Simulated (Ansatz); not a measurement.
## Ni (Fm-3m): the Drude term of Re ε in the infrared

Re ε of Ni (Fm-3m) at low photon energies is read from one computed spectrum; the carriers' damping was typed as γ = 0.05 eV.

It takes space group Fm-3m (No. 225, cubic). The conventional cell has a = 3.524 Å, b = 3.524 Å, c = 3.524 Å, α = 90.00°, β = 90.00°, γ = 90.00°. Ni on site a is surrounded by 12 Ni at 2.49 Å.

Method: Ansatz 0.2.0, PBE, independent particles, k-mesh 22×22×22 with interpolation inside its cells, Gaussian parameter 0.1 eV.

Launch of the response step: `ansatz run input.yaml --threads 4 --pin off --max-ram 8192MiB --backend cpu --events-out ev --progress --plain --runs-dir out`. The run took 44 s, on 4 threads of Arm Neoverse N1 (shared host).

```tsv
photon energy E (eV)	wavelength (µm)	Re ε
0.25	4.96	-723.7
0.30	4.13	?
0.35	3.54	-363.2
0.40	3.10	-272.9
0.50	2.48	-165.6
0.60	2.07	-105.9
0.70	1.77	-72.5
```

A Drude term over a constant background gives Re ε = ε_b − ωp²/(E² + γ²), linear in 1/(E² + γ²).

Working, on the rows shown:

| x = 1/(E² + γ²) (eV⁻²) | y = Re ε |
| --- | --- |
| 15.3846 | -723.7 |
| 8 | -363.2 |
| 6.15385 | -272.9 |
| 3.9604 | -165.6 |
| 2.75862 | -105.9 |
| 2.03046 | -72.5 |

Means: x̄ = 6.3813, ȳ = -283.97. Σ(x − x̄)(y − ȳ) = -5942, Σ(x − x̄)² = 121.6. Slope = -5942 / 121.6 = -48.84; intercept = ȳ − slope · x̄ = 27.714. The line misses the rows shown by at most 1.1.

Task: Fill in the last column of the withheld row.

Result: At x = 10.811 the line gives y = -500.31. The run gave -500.9, so the interpolation is off by 0.59, 0.1 % of the range in the table.

Refitted with all rows, the slope is -48.86 and the intercept 27.743. These give ωp = √(−slope) = 6.99 eV, against 7.01 eV from the program's Fermi-surface sum, and a background ε_b = 27.7 from interband transitions. The values come from a sum over the points of one k-mesh and carry its error, which is largest for Fermi-surface quantities.

[Logs are printed without paths, hosts, clocks, repeated set-up lines and the standing remarks that a program may print on its own settings, such as how far it seeks lower states.]
